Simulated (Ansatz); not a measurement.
The crystal is LaVO4 (P2_1/c).

It takes space group P2_1/c (No. 14, monoclinic). Conventional cell: a = 6.725 Å, b = 7.283 Å, c = 8.399 Å, α = 90.00°, β = 125.80°, γ = 90.00°. Nearest to La lie 9 O at 2.49 to 2.89 Å. Nearest to V lie 4 O at 1.70 to 1.72 Å. O has 1 V at 1.72 Å and 2 La at 2.49 to 2.53 Å nearest. Nearest to O lie 1 V at 1.70 Å and 2 La at 2.50 to 2.53 Å. O has 1 V at 1.70 Å and 2 La at 2.52 to 2.68 Å nearest. Nearest to O lie 1 V at 1.72 Å and 3 La at 2.56 to 2.89 Å. Farther neighbours and most contacts between anions are not listed.

```
La V O
1.0
     6.72500    0.00000    0.00000
     0.00000    7.28270    0.00000
    -4.91230    0.00000    6.81215
La V O
4 4 16
Cartesian
  2.0089 1.1448 4.9305
  -2.6523 4.7862 5.2878
  -0.1962 6.1379 1.8817
  4.4650 2.4965 1.5244
  -1.3209 1.2003 4.7628
  0.6775 4.8416 5.4554
  3.1336 6.0824 2.0493
  1.1352 2.4411 1.3568
  1.8373 3.6261 5.0723
  -2.4807 7.2674 5.1459
  -0.0246 3.6566 1.7398
  4.2934 0.0153 1.6663
  2.2239 2.0355 2.6029
  2.0449 5.6769 0.8032
  -0.4112 5.2472 4.2092
  -0.2322 1.6058 6.0090
  2.0576 6.5180 3.2896
  2.2112 2.8767 0.1165
  -0.2449 0.7647 3.5226
  -0.3985 4.4060 6.6957
  1.6331 6.1437 6.0335
  -2.2765 2.5023 4.1847
  0.1796 1.1390 0.7786
  4.0892 4.7804 2.6274
```

The cell and positions come from the Crystallography Open Database and are kept as given unless a step says otherwise. Spin-orbit coupling is left out unless a run names it. PAW set soft_2, made with PBE.

Gaps computed with Ansatz 0.2.0 without a self-energy: r2SCAN 3.91 eV, r2SCAN+SOC 3.91 eV and HSE06 5.12 eV. The mean ε∞ by r2SCAN perturbation theory is 4.21.

Q: Estimate the G0W0@r2SCAN gap with 2×2×2 mesh, 995 empty bands, screening to 120 eV, default PAW files.

About 5.76 eV: on its mesh the run moves the gap from 3.93 eV by +1.84 eV, and the mesh misses the edges by 0.02 eV. Among the scalar-relativistic levels given, HSE06 is nearest (−0.64 eV). One-shot corrections scale roughly with one over ε∞, here 0.24. Bands and cutoff are finite, so the gap is not at the basis limit. The miss can reach some tenths of an eV and take either sign; the mesh is an error of its own. The 2×2×2 mesh is coarse for this cell (its supercell is 13 Å along the shortest edge). The RPA ε∞ on it, from the r2SCAN start, is 3.79, 3.82 and 4.31; such meshes misread the long-range screening, most where the gap is narrow. Empty 4f levels lie among the conduction bands. Their place in the start is unsure; it enters the screening, and the edge itself where they lie low. The runs have no spin polarisation. For a closed low-spin shell that is the natural state; where a d or f shell is open it is a constraint, and the gap is then not the crystal's own. With d states at the gap, one-shot GW leans hard on its start. The many-body steps are scalar-relativistic: spin-orbit coupling is not in them.

[Paths, hosts, dates, memory and timing lines, banners, echoed tables and standing remarks are left out of the program output.]

[Logs are printed without paths, hosts, clocks, repeated set-up lines and the standing remarks that a program may print on its own settings, such as how far it seeks lower states.]

[Runs of the session that timed out or met a known fault of the program may be left out.]

[Cells called generated may have been cut or substituted from an entry of the Crystallography Open Database or the Materials Project.]

[Hosts, paths, dates, database ids (printed as entryN), source tags and the programs' standing remarks are cut or masked in the printed files.]
